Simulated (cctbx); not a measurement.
## Diagnosing a refinement

Cell a = 13.8890 Å, b = 6.7640 Å, c = 6.6860 Å, α = 90.00°, β = 90.00°, γ = 90.00°; space group Cmce (no. 64).

Simulated single-crystal data (cctbx): Mo Kα, λ = 0.71073 Å, to d = 0.6 Å, 95 % of the full sphere, strongest reflection 40000 counts, noise from counting, a 3 % proportional error and a noise floor of 15 counts (s.d.); no absorption, and some extinction, which the refinements don't model.

An anisotropic refinement with weights 1/σ² prints:

```text
Rint 0.030, 786 unique reflections to 0.60 A
cycle     R1     wR2    GooF  max shift (A)
   1  0.1429  0.3206  12.347   0.00977
   2  0.1425  0.3062  11.794   0.00003
final R1 0.1425 wR2 0.3062 GooF 11.794  parameters 15  data/parameter 52.4
atom        x        y        z      Ueq    occ   su(xyz)  su(Uiso or U11)
Lu1    0.34032  0.00000  0.00000   0.0101  1.000  0.00009  0.0006
Pd1    0.50000  0.50000  0.00000   0.0137  1.000  0.00000  0.0013
S1     0.50000  0.84796  0.17349   0.0152  1.000  0.00167  0.0035
difference map: max 64.95 min -5.27 rms 2.36
Q1    0.2500  0.2392  0.2500    8   67.05  2.64 A from Lu1
Q2    0.1532  0.0000  0.5000    8   25.88  0.09 A from Lu1
Q3    0.0000  0.0112  0.0504    8    6.38  0.35 A from Pd1
Q4    0.0000  0.1689  0.6890    8    4.64  0.15 A from S1
Q5    0.0579  0.2540  0.2451   16    4.56  1.13 A from S1
Q6    0.0000  0.0989  0.5773    8    3.94  0.74 A from S1
```

**Question.** Can this result stand? If not, what is the likely fault?

Mend it. The fault: an atom left out, S at (1/4, 0.2634, 3/4). Against the right model at the same level, R1 goes from 0.0130 to 0.1425 and GooF from 0.97 to 11.79 and the top difference peak, 67.0 e/Å³, lies 2.64 Å from Lu1. Q1 is the missing atom. With scattering power missing, scale and phases suffer, so peaks may also grow on the heavy atoms.

The compound is Lu2PdS4. The right model at the same level gives:

```text
Rint 0.030, 786 unique reflections to 0.60 A
cycle     R1     wR2    GooF  max shift (A)
   1  0.0259  0.0571   2.207   0.00156
   2  0.0130  0.0251   0.971   0.00001
final R1 0.0130 wR2 0.0251 GooF 0.971  parameters 20  data/parameter 39.3
atom        x        y        z      Ueq    occ   su(xyz)  su(Uiso or U11)
Lu1    0.34051  0.00000  0.00000   0.0122  1.000  0.00001  0.0000
Pd1    0.50000  0.50000  0.00000   0.0168  1.000  0.00000  0.0001
S1     0.50000  0.84652  0.17350   0.0171  1.000  0.00013  0.0003
S2     0.25000  0.26346  0.75000   0.0201  1.000  0.00016  0.0003
difference map: max 1.61 min -1.98 rms 0.33
Q1    0.0000  0.2532  0.1201    8    1.64  0.73 A from S1
Q2    0.0272  0.2220  0.9264   16    1.29  1.63 A from Pd1
Q3    0.0000  0.1180  0.5910    8    1.27  0.60 A from S1
Q4    0.0784  0.0436  0.3472   16    1.20  1.55 A from Lu1
Q5    0.1352  0.0612  0.7710   16    1.20  1.89 A from Lu1
Q6    0.0000  0.0894  0.2686    8    1.17  1.69 A from S1
```

Isotropic U is held between 0.0001 and 1 Å² by the program, and listed peak heights are interpolated, so they can pass the grid's maximum.

The model is made up (kin elements in a known structure type, no relaxation), so it says nothing on whether the phase exists.

[Middle refinement cycles are left out of these outputs.]

[Logs are printed without paths, hosts, clocks, repeated set-up lines and the standing remarks that a program may print on its own settings, such as how far it seeks lower states.]
